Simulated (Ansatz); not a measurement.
# KZnBrF2: complex band structure, part 2 of 3

A new crystal, KZnBrF2: structure, gap and complex bands. It is built by putting Br for part of the F in the KZnF3 structure of space group Pm-3m, with the volume rescaled by atomic radii. The parent structure comes from the Materials Project.

Ansatz 0.2.0; PBEsol DFT, plane waves, PAW files (the session's first sound run).

So far, gap on path (eV): step 3 (band edges) 2.43.

The structure was built from a prototype and need not be the compound's stable phase.

## Step 4: Complex bands

This step: PBEsol DFT, plane waves, PAW files; complex bands by layer matching along the plane's normal (Ansatz 0.2.0).

The same crystal is laid in a cell whose first two vectors span the (110) plane (indices of the standard conventional cell, whose axes can be ordered otherwise than in the bulk input). At fixed energy and wavevector in the plane the solver finds all kz, real and complex. A few wavevectors are listed, (0, 0), (0, -0.5) and (0.5, 0) in units of the plane's reciprocal vectors; the slowest state needn't be among them.

File input.yaml:

```yaml
crystal:
  lattice:
    - [5.969729872, 0.0, 0.0]
    - [0.0, 5.032367342, 0.0]
    - [2.984864936, 0.0, 2.984864936]
  atoms:
    - { symbol: K, position: [0.0, 0.0, 0.0] }
    - { symbol: Zn, position: [0.5, 0.5, 0.0] }
    - { symbol: F, position: [0.5, 0.5, 0.5] }
    - { symbol: Br, position: [0.5, 0.0, 0.0] }
    - { symbol: F, position: [0.0, 0.5, 0.5] }
kpoints:
  mp_grid: { grid: [8, 6, 8] }
scf:
  occupations: { method: fixed }
hamiltonian:
  xc: pbesol
output:
  eigenvalues: true
  transmission:
    leads: [[0, 0]]
    kpoints: [[0.0, 0.0], [0.0, -0.5], [0.5, 0.0]]
    e_range: [-1.0, 3.43]
    de: 0.11
```

On the command line:

```sh
> ansatz run input.yaml --threads 2 --pin off --max-ram 4096MiB --backend cpu --events-out ev --progress --plain --runs-dir out
```

Numbers of over 12 decimals in the logs are rounded to 6 here.

Log:

```text
[...]
Crystal: 5 atoms, lattice volume = 89.671 Å³
Basis set: ecut = 420 eV, 1709 PW (Γ)
Bands: 26, of which v1, the nominal top of the filled ones, is band 21 counted from 1 (20 counted from 0)
Symmetry: 16 space group operations
[...]
k-points: 60 of 384
[...]
SCF iter   1: F=—  HF=-9138.458919 eV  |F-HF|=—  |Δ(HF+E_count)|=         —  Δρ=1.10e-2  dr2=7.20e-2  ethr=1.77e-3  ⟨swp⟩=4.9  Hψ=6745  notcnv=0  defer=160
[...]
SCF iter   7: F=-9138.439244 eV  HF=-9138.439244 eV  |F-HF|=1.24e-8  |Δ(HF+E_count)|=   6.04e-7  Δρ=9.42e-6  dr2=6.88e-8  ethr=2.38e-10  ⟨swp⟩=9.2  Hψ=7189  notcnv=0
SCF 1 converged in 7 iterations: F = -9138.439244 eV  dr2 = 6.88e-8
[...]
transmission: 6 of 18 steps passed
transmission: 12 of 18 steps passed
transmission: 18 of 18 steps passed
SCF converged after 7 iterations
Free energy (F): -9138.439244 eV
[...]
Internal energy: -9138.439244 eV  (E = F + TS)
E sigma→0 (E₀):  -9138.439244 eV
Fermi energy:    3.505018 eV
[...]
--- Band table (eV; the first three rows and the last of 60) ---
  k-point 0: bands = [... 17 lower, 2.0477, 2.6928, 2.9336, 2.9336, 5.9350, 9.6727, 10.1564, 12.2636, ... 1 higher]
  k-point 1: bands = [... 17 lower, 2.1264, 2.5216, 2.6154, 2.8307, 6.5030, 10.2550, 10.7005, 12.5112, ... 1 higher]
  k-point 2: bands = [... 17 lower, 2.0637, 2.3129, 2.3930, 2.6693, 7.7475, 11.4749, 11.7847, 12.2855, ... 1 higher]
  k-point 59: bands = [... 17 lower, 2.0217, 2.4481, 2.6752, 3.3070, 10.6795, 11.1377, 11.5965, 12.7552, ... 1 higher]
--- Transmission ---
  basis      : 263 plane waves across, 6 finite elements along
  points     : 3, as listed
  energies   : 41 from -1.000000 to 3.400000 eV about the Fermi level, 0.110000 eV apart; the leads are filled to 1.215001 eV, and channels, transmission and decay are at 1.200000 eV
  crystal 0  : K1Zn1Br1F2, at the sites [0, 0], period 2.9849 Å: whole cells are its period
    offset         : up to 0.0000 Å between an atom of the period and one for which it stands
    channels       : 0.000000e0 a spin
    conductance    : none, the energies end too early or step too widely for 300 K: set another output.transmission.e_range or a lower de, or, where they end at an eighth of basis.ecutwfc, a higher one
    slowest decay  : 0.2963 /Å at (0.0000, 0.0000)
```

Wall time 48 s (2 threads of Arm Neoverse V2, shared host); peak memory 0.67 GiB.

Numbers from this step:

| Item | Value |
| --- | --- |
| level to which the leads are filled | 1.215 eV from the Fermi level |
| decay constant at the filling level, zone centre | 0.2963 Å⁻¹ |
| decay constant at the filling level, slowest listed point | 0.2963 Å⁻¹ |

K parallel (0, 0); values up to 1.5 1/Å, a degenerate pair printed once or twice; energies at which all values exceed this have no row. Im kz of the slowest decaying states against energy, zero at the highest filled level on the SCF mesh:

```tsv
energy (eV)	decay 1 (Å⁻¹)	decay 2 (Å⁻¹)	decay 3 (Å⁻¹)	decay 4 (Å⁻¹)
-1.00	0.129	0.180	0.259	0.310
-0.78	0.170	0.317	0.348	0.398
-0.56	0.0384	0.0812	0.356	0.372
-0.34	0.163	0.218	0.324	0.385
-0.12	0.216	0.301	0.397	0.408
-0.01	0.234	0.331	0.400	0.418
0.10	0.250	0.357	0.402	0.426
0.32	0.274	0.400	0.403	0.441
0.54	0.290	0.402	0.434	0.454
0.76	0.299	0.400	0.463	0.464
0.98	0.302	0.398	0.473	0.488
1.20	0.296	0.397	0.480	0.509
1.42	0.283	0.396	0.485	0.528
1.64	0.261	0.397	0.490	0.543
1.86	0.230	0.398	0.493	0.557
2.08	0.186	0.398	0.496	0.560
2.30	0.116	0.398	0.498	0.555
2.52	0.398	0.499	0.548	0.588
2.74	0.396	0.499	0.539	0.596
2.96	0.394	0.498	0.529	0.602
3.18	0.391	0.497	0.517	0.607
3.40	0.387	0.495	0.504	0.610
```

K parallel (0, -0.5); values up to 1.5 1/Å, a degenerate pair printed once or twice; energies at which all values exceed this have no row. The Im kz of the slowest decaying states by energy, zero at the highest filled level on the SCF mesh:

```tsv
energy (eV)	decay 1 (Å⁻¹)	decay 2 (Å⁻¹)	decay 3 (Å⁻¹)	decay 4 (Å⁻¹)
-1.00	0.0984	0.532	0.589	0.600
-0.78	0.376	0.494	0.640	0.643
-0.56	0.108	0.517	0.675	0.685
-0.34	0.188	0.210	0.211	0.614
-0.12	0.264	0.266	0.289	0.687
-0.01	0.283	0.294	0.315	0.718
0.10	0.183	0.299	0.319	0.336
0.32	0.317	0.325	0.360	0.370
0.54	0.345	0.393	0.395	0.397
0.76	0.361	0.415	0.420	0.454
0.98	0.374	0.430	0.442	0.496
1.20	0.384	0.443	0.461	0.527
1.42	0.392	0.453	0.477	0.550
1.64	0.399	0.460	0.491	0.567
1.86	0.403	0.467	0.501	0.578
2.08	0.407	0.472	0.510	0.585
2.30	0.409	0.475	0.516	0.589
2.52	0.410	0.478	0.521	0.589
2.74	0.411	0.479	0.523	0.587
2.96	0.410	0.480	0.524	0.583
3.18	0.408	0.479	0.523	0.576
3.40	0.405	0.478	0.519	0.567
```

K parallel (0.5, 0); values up to 1.5 1/Å, a degenerate pair printed once or twice; energies at which all values exceed this have no row. Im kz of the slowest decaying states against energy, zero at the highest filled level on the SCF mesh:

```tsv
energy (eV)	decay 1 (Å⁻¹)	decay 2 (Å⁻¹)	decay 3 (Å⁻¹)	decay 4 (Å⁻¹)
-1.00	0.121	0.225	0.442	0.544
-0.67	0.243	0.324	0.601	0.840
-0.34	0.340	0.377	0.677	0.873
-0.01	0.388	0.412	0.719	0.902
0.21	0.409	0.429	0.738	0.918
0.54	0.433	0.449	0.756	0.940
0.87	0.449	0.463	0.767	0.958
1.20	0.461	0.471	0.772	0.973
1.53	0.468	0.476	0.773	0.986
1.86	0.467	0.480	0.770	0.997
2.19	0.460	0.483	0.764	0.969
2.41	0.451	0.484	0.759	0.943
2.74	0.432	0.484	0.749	0.912
3.07	0.404	0.483	0.737	0.885
3.40	0.364	0.480	0.722	0.860
```

At the listed wavevectors the last open channel is at -0.01 eV and the next at +2.52 eV on the grid. At +1.20 eV, the grid energy nearest the filling level (the middle of the gap on the SCF mesh), the slowest state at the listed wavevectors decays with κ = 0.296 Å⁻¹, its amplitude falling by e over 3.4 Å. Through 1 nm of this crystal that state's transmission falls by exp(−2 × 0.296 Å⁻¹ × 10 Å) = 0.0027.

## Step 5: Decay over the two-dimensional zone

The listed points could miss the slowest state, so one energy near mid-gap is solved on a mesh of 10×10.

input.yaml, as its differences from that of step 4:

```diff
@@ -19,6 +19,2 @@
   eigenvalues: true
-  transmission:
-    leads: [[0, 0]]
-    kpoints: [[0.0, 0.0], [0.0, -0.5], [0.5, 0.0]]
-    e_range: [-1.0, 3.43]
-    de: 0.11
+  transmission: { leads: [[0, 0]], kmesh: [10, 10], e_range: [1.21, 1.22], de: 0.05 }
```

Log:

```text
[...]
Crystal: 5 atoms, lattice volume = 89.671 Å³
Basis set: ecut = 420 eV, 1709 PW (Γ)
Bands: 26, of which v1, the nominal top of the filled ones, is band 21 counted from 1 (20 counted from 0)
Symmetry: 16 space group operations
[...]
k-points: 60 of 384
[...]
SCF iter   1: F=—  HF=-9138.458919 eV  |F-HF|=—  |Δ(HF+E_count)|=         —  Δρ=1.10e-2  dr2=7.20e-2  ethr=1.77e-3  ⟨swp⟩=4.9  Hψ=6745  notcnv=0  defer=160
[...]
SCF iter   7: F=-9138.439244 eV  HF=-9138.439244 eV  |F-HF|=1.24e-8  |Δ(HF+E_count)|=   6.04e-7  Δρ=9.42e-6  dr2=6.88e-8  ethr=2.38e-10  ⟨swp⟩=9.2  Hψ=7189  notcnv=0
SCF 1 converged in 7 iterations: F = -9138.439244 eV  dr2 = 6.88e-8
[...]
transmission: 30 of 180 steps passed
transmission: 45 of 180 steps passed
[...]
transmission: 180 of 180 steps passed
SCF converged after 7 iterations
Free energy (F): -9138.439244 eV
[...]
Internal energy: -9138.439244 eV  (E = F + TS)
E sigma→0 (E₀):  -9138.439244 eV
Fermi energy:    3.505018 eV
[...]
--- Band table (eV; the first three rows and the last of 60) ---
  k-point 0: bands = [... 17 lower, 2.0477, 2.6928, 2.9336, 2.9336, 5.9350, 9.6727, 10.1564, 12.2636, ... 1 higher]
  k-point 1: bands = [... 17 lower, 2.1264, 2.5216, 2.6154, 2.8307, 6.5030, 10.2550, 10.7005, 12.5112, ... 1 higher]
  k-point 2: bands = [... 17 lower, 2.0637, 2.3129, 2.3930, 2.6693, 7.7475, 11.4749, 11.7847, 12.2855, ... 1 higher]
  k-point 59: bands = [... 17 lower, 2.0217, 2.4481, 2.6752, 3.3070, 10.6795, 11.1377, 11.5965, 12.7552, ... 1 higher]
--- Transmission ---
  basis      : 263 plane waves across, 5 finite elements along
  points     : 36, standing for a mesh of 10 x 10
  energies   : 1 from 1.210000 to 1.210000 eV about the Fermi level; the leads are filled to 1.215001 eV, and channels, transmission and decay are at 1.210000 eV
[...]
channels       : 0.000000e0 a spin
    conductance    : none, crystal 0 has no channel at the energies, or these end too early or step too widely for 300 K: set another output.transmission.e_range or a lower de, or, where they end at an eighth of basis.ecutwfc, a higher one
    slowest decay  : 0.2959 /Å at (0.0000, 0.0000)
```

Wall time 45 s (2 threads); peak memory 0.71 GiB; 83 s of CPU time.

Numbers from this step:

```yaml
least_decay_constant_on_the_mesh: 0.2959 Å⁻¹
```

Slowest decay constant (1/Å; 0 where a channel is open) over k1 and k2. At 1.2100 eV from the Fermi level.

Values, 10 rows by 10 columns:
```
0.434 0.424 0.411 0.398 0.388 0.383 0.388 0.398 0.411 0.424
0.441 0.428 0.413 0.398 0.385 0.380 0.385 0.398 0.413 0.428
0.450 0.434 0.415 0.395 0.379 0.373 0.379 0.395 0.415 0.434
0.459 0.440 0.411 0.377 0.349 0.338 0.349 0.377 0.411 0.440
0.461 0.439 0.397 0.350 0.311 0.296 0.311 0.350 0.397 0.439
0.459 0.440 0.411 0.377 0.349 0.338 0.349 0.377 0.411 0.440
0.450 0.434 0.415 0.395 0.379 0.373 0.379 0.395 0.415 0.434
0.441 0.428 0.413 0.398 0.385 0.380 0.385 0.398 0.413 0.428
0.434 0.424 0.411 0.398 0.388 0.383 0.388 0.398 0.411 0.424
0.432 0.422 0.410 0.398 0.388 0.385 0.388 0.398 0.410 0.422
```
Columns: k1 (b1) from -0.5 to 0.4; rows upwards: k2 (b2) from -0.5 to 0.4.

The least value on the mesh is 0.296 Å⁻¹ at +1.21 eV. At that energy the listed points give about 0.296 Å⁻¹ by interpolation, so the mesh holds no clearly slower state.

## Step 6: Band edges at another level, cutoff 500 eV

This step: r2SCAN DFT, plane waves, PAW files (Ansatz 0.2.0).

The edges again with r2SCAN, at the same atoms. Against that run the cutoff is 500 eV against 420.

File input.yaml:

```yaml
crystal:
  lattice:
    - [4.221236474, 0.0, 0.0]
    - [0.0, 5.0323673418, 0.0]
    - [0.0, 0.0, 4.221236474]
  atoms:
    - { symbol: K, position: [0.0, 0.0, 0.0] }
    - { symbol: Zn, position: [0.5, 0.5, 0.5] }
    - { symbol: F, position: [0.0, 0.5, 0.5] }
    - { symbol: Br, position: [0.5, 0.0, 0.5] }
    - { symbol: F, position: [0.5, 0.5, 0.0] }
kpoints:
  mp_grid: { grid: [6, 6, 6] }
  band_path: { path: [VBM, CBM], npoints: 30 }
scf:
  occupations: { method: fixed }
hamiltonian:
  xc: r2scan
output:
  eigenvalues: true
```

Log:

```text
[...]
Crystal: 5 atoms, lattice volume = 89.671 Å³
Basis set: ecut = 500 eV, 2259 PW (Γ), exchange–correlation on 128×160×128 points (64 copies of the dense FFT grid, shifted against one another)
Bands: 26, of which v1, the nominal top of the filled ones, is band 21 counted from 1 (20 counted from 0)
Symmetry: 16 space group operations
[...]
k-points: 40 of 216
[...]
SCF iter   1: F=—  HF=-9285.579520 eV  |F-HF|=—  |Δ(HF+E_count)|=         —  Δρ=1.10e-2  dr2=6.28e-2  dr2_τ=5.41e-2  ethr=1.77e-3  ⟨swp⟩=4.8  Hψ=4272  notcnv=0  defer=109
[...]
SCF iter   7: F=-9285.618744 eV  HF=-9285.618744 eV  |F-HF|=1.34e-8  |Δ(HF+E_count)|=   4.26e-8  Δρ=5.13e-6  dr2=1.93e-8  dr2_τ=2.54e-9  ethr=2.38e-10  ⟨swp⟩=8.2  Hψ=4951  notcnv=0
SCF 1 converged in 7 iterations: F = -9285.618744 eV  dr2 = 1.93e-8
[...]
SCF converged after 7 iterations
Free energy (F): -9285.618744 eV
[...]
Internal energy: -9285.618744 eV  (E = F + TS)
E sigma→0 (E₀):  -9285.618744 eV
Fermi energy:    3.181282 eV
[...]
--- Band table (eV; the first three rows and the last of 40) ---
  k-point 0: bands = [... 17 lower, 1.5870, 2.2883, 2.6031, 2.6031, 6.4652, 10.0541, 10.7384, 12.7675, ... 1 higher]
  k-point 1: bands = [... 17 lower, 1.5854, 2.2226, 2.2486, 2.4953, 6.9444, 10.5441, 11.2867, 13.0875, ... 1 higher]
  k-point 2: bands = [... 17 lower, 1.5823, 1.6970, 2.0793, 2.2942, 8.0109, 11.6983, 11.9950, 13.4332, ... 1 higher]
  k-point 39: bands = [... 17 lower, 2.6143, 2.6144, 2.6144, 3.1813, 10.2931, 10.2931, 11.8234, 12.6318, ... 1 higher]
```

It took 13 s on 2 threads; peak memory 0.54 GiB.

Numbers from this step:

```
free energy        : -9285.6187 eV
Fermi energy       : 3.181 eV
gap on the k-mesh  : 3.284 eV
gap on path        : 3.284 eV, by band count; negative where bands overlap
direct gap on path : 3.862 eV
```

The electronic bands at the labelled points (eV, zero at the Fermi level (highest filled level under fixed occupations); v1 is the highest filled band, c1 the lowest empty one):

```tsv
point	v4	v3	v2	v1	c1	c2	c3
VBM	-0.57	-0.57	-0.57	0.00	7.11	7.11	8.64
halfway	-1.50	-1.29	-0.73	-0.72	5.80	8.70	8.97
CBM	-1.59	-0.89	-0.58	-0.58	3.28	6.87	7.56
```

The searched edges give 3.28 eV, as on the mesh.

Between step 3 and this run (r2SCAN and cutoff 500 eV) the value for the gap on path moves from 2.43 eV to 3.28 eV.

## Step 7: Complex bands at another level, cutoff 500 eV

This step: r2SCAN DFT, plane waves, PAW files; complex bands by layer matching along the plane's normal (Ansatz 0.2.0).

The complex bands at that level, over its own gap, at (0, 0) and (0, -0.5).

File input.yaml:

```yaml
crystal:
  lattice:
    - [5.969729872, 0.0, 0.0]
    - [0.0, 5.032367342, 0.0]
    - [2.984864936, 0.0, 2.984864936]
  atoms:
    - { symbol: K, position: [0.0, 0.0, 0.0] }
    - { symbol: Zn, position: [0.5, 0.5, 0.0] }
    - { symbol: F, position: [0.5, 0.5, 0.5] }
    - { symbol: Br, position: [0.5, 0.0, 0.0] }
    - { symbol: F, position: [0.0, 0.5, 0.5] }
kpoints:
  mp_grid: { grid: [8, 6, 8] }
scf:
  occupations: { method: fixed }
hamiltonian:
  xc: r2scan
output:
  eigenvalues: true
  transmission:
    leads: [[0, 0]]
    kpoints: [[0.0, 0.0], [0.0, -0.5]]
    e_range: [-1.0, 4.28]
    de: 0.13
```

Log:

```text
[...]
Crystal: 5 atoms, lattice volume = 89.671 Å³
Basis set: ecut = 500 eV, 2259 PW (Γ), exchange–correlation on 180×160×128 points (64 copies of the dense FFT grid, shifted against one another)
Bands: 26, of which v1, the nominal top of the filled ones, is band 21 counted from 1 (20 counted from 0)
Symmetry: 16 space group operations
[...]
k-points: 60 of 384
[...]
SCF iter   1: F=—  HF=-9285.579530 eV  |F-HF|=—  |Δ(HF+E_count)|=         —  Δρ=1.10e-2  dr2=6.28e-2  dr2_τ=5.42e-2  ethr=1.77e-3  ⟨swp⟩=4.9  Hψ=6432  notcnv=0  defer=169
[...]
SCF iter   7: F=-9285.618758 eV  HF=-9285.618758 eV  |F-HF|=1.36e-8  |Δ(HF+E_count)|=   4.12e-8  Δρ=5.18e-6  dr2=1.98e-8  dr2_τ=2.52e-9  ethr=2.38e-10  ⟨swp⟩=8.4  Hψ=7542  notcnv=0
SCF 1 converged in 7 iterations: F = -9285.618758 eV  dr2 = 1.98e-8
[...]
transmission: 5 of 10 steps passed
transmission: 10 of 10 steps passed
SCF converged after 7 iterations
Free energy (F): -9285.618758 eV
[...]
Internal energy: -9285.618758 eV  (E = F + TS)
E sigma→0 (E₀):  -9285.618758 eV
Fermi energy:    3.181281 eV
[...]
--- Band table (eV; the first three rows and the last of 60) ---
  k-point 0: bands = [... 17 lower, 1.5870, 2.2883, 2.6031, 2.6031, 6.4652, 10.0541, 10.7384, 12.7675, ... 1 higher]
  k-point 1: bands = [... 17 lower, 1.6697, 2.2100, 2.2124, 2.5043, 6.9969, 10.6484, 11.2541, 12.9254, ... 1 higher]
  k-point 2: bands = [... 17 lower, 1.7479, 1.8700, 1.9844, 2.3434, 8.2143, 11.9712, 12.2236, 12.6957, ... 1 higher]
  k-point 59: bands = [... 17 lower, 1.5611, 2.1335, 2.2929, 2.9795, 11.1495, 11.6892, 12.1868, 13.2880, ... 1 higher]
--- Transmission ---
  basis      : 319 plane waves across, 5 finite elements along
  points     : 2, as listed
[...]
channels       : 0.000000e0 a spin
[...]
slowest decay  : 0.3506 /Å at (0.0000, 0.0000)
```

Wall time 46 s (2 threads); peak memory 1.1 GiB; 90 s of CPU time.

Numbers from this step:

| Quantity | Value |
| --- | --- |
| free energy | -9285.6188 eV |
| level to which the leads are filled | 1.642 eV from the Fermi level |
| decay constant at the filling level, zone centre | 0.3506 Å⁻¹ |
| decay constant at the filling level, slowest listed point | 0.3506 Å⁻¹ |

K parallel (0, 0); values up to 1.5 1/Å, a degenerate pair printed once or twice; energies at which all values exceed this have no row. The Im kz of the slowest decaying states by energy, zero at the highest filled level on the SCF mesh:

```tsv
energy (eV)	decay 1 (Å⁻¹)	decay 2 (Å⁻¹)	decay 3 (Å⁻¹)	decay 4 (Å⁻¹)
-1.00	0.189	0.257	0.345	0.359
-0.74	0.328	0.360	0.397	0.513
-0.61	0.352	0.410	0.479	0.574
-0.35	0.169	0.233	0.330	0.389
-0.22	0.206	0.285	0.392	0.404
0.04	0.256	0.358	0.428	0.446
0.30	0.291	0.410	0.448	0.451
0.43	0.304	0.432	0.452	0.456
0.69	0.325	0.451	0.469	0.470
0.82	0.333	0.449	0.476	0.485
1.08	0.345	0.445	0.487	0.513
1.34	0.351	0.439	0.495	0.537
1.47	0.352	0.436	0.499	0.547
1.73	0.347	0.431	0.505	0.566
1.86	0.342	0.429	0.507	0.575
2.12	0.324	0.426	0.511	0.589
2.38	0.296	0.425	0.514	0.586
2.51	0.279	0.424	0.515	0.583
2.77	0.234	0.423	0.516	0.575
2.90	0.205	0.422	0.517	0.571
3.16	0.120	0.420	0.517	0.560
3.42	0.417	0.516	0.548	0.635
3.55	0.415	0.515	0.541	0.637
3.81	0.411	0.512	0.526	0.641
3.94	0.409	0.511	0.518	0.643
4.20	0.403	0.500	0.507	0.645
```

K parallel (0, -0.5); values up to 1.5 1/Å, a degenerate pair printed once or twice; energies at which all values exceed this have no row. Im kz of the slowest decaying states against energy, zero at the highest filled level on the SCF mesh:

```tsv
energy (eV)	decay 1 (Å⁻¹)	decay 2 (Å⁻¹)	decay 3 (Å⁻¹)	decay 4 (Å⁻¹)
-1.00	0.310	0.632	0.639	0.650
-0.74	0.495	0.643	0.689	0.697
-0.61	0.0583	0.559	0.704	0.721
-0.35	0.203	0.214	0.227	0.657
-0.22	0.249	0.251	0.275	0.697
0.04	0.120	0.298	0.321	0.337
0.30	0.317	0.332	0.372	0.379
0.43	0.345	0.372	0.393	0.395
0.69	0.367	0.420	0.429	0.453
0.82	0.376	0.431	0.444	0.483
1.08	0.391	0.448	0.470	0.531
1.34	0.403	0.462	0.492	0.565
1.47	0.408	0.468	0.502	0.578
1.73	0.416	0.477	0.518	0.599
1.86	0.419	0.481	0.525	0.606
2.12	0.425	0.488	0.537	0.617
2.38	0.428	0.493	0.546	0.623
2.51	0.430	0.495	0.550	0.625
2.77	0.431	0.498	0.555	0.625
2.90	0.432	0.499	0.557	0.624
3.16	0.432	0.500	0.559	0.620
3.42	0.431	0.500	0.559	0.613
3.55	0.430	0.499	0.558	0.609
3.81	0.427	0.498	0.555	0.598
3.94	0.425	0.497	0.553	0.590
4.20	0.420	0.494	0.546	0.571
```

At the listed wavevectors the last open channel is at -0.09 eV and the next at +3.29 eV on the grid. At +1.60 eV, the grid energy nearest the filling level (the middle of the gap on the SCF mesh), the slowest state at the listed wavevectors decays with κ = 0.351 Å⁻¹, its amplitude falling by e over 2.9 Å; the first such run, plane (110), gave 0.296 Å⁻¹ over as many of its listed wavevectors.

(Continued in part 3 of 3.)

[Logs are printed without paths, hosts, clocks, repeated set-up lines and the standing remarks that a program may print on its own settings, such as how far it seeks lower states.]

[Hosts, paths, dates, database ids (printed as entryN), source tags and the programs' standing remarks are cut or masked in the printed files.]

[New means built here by substitution; the compound itself may be known and measured.]
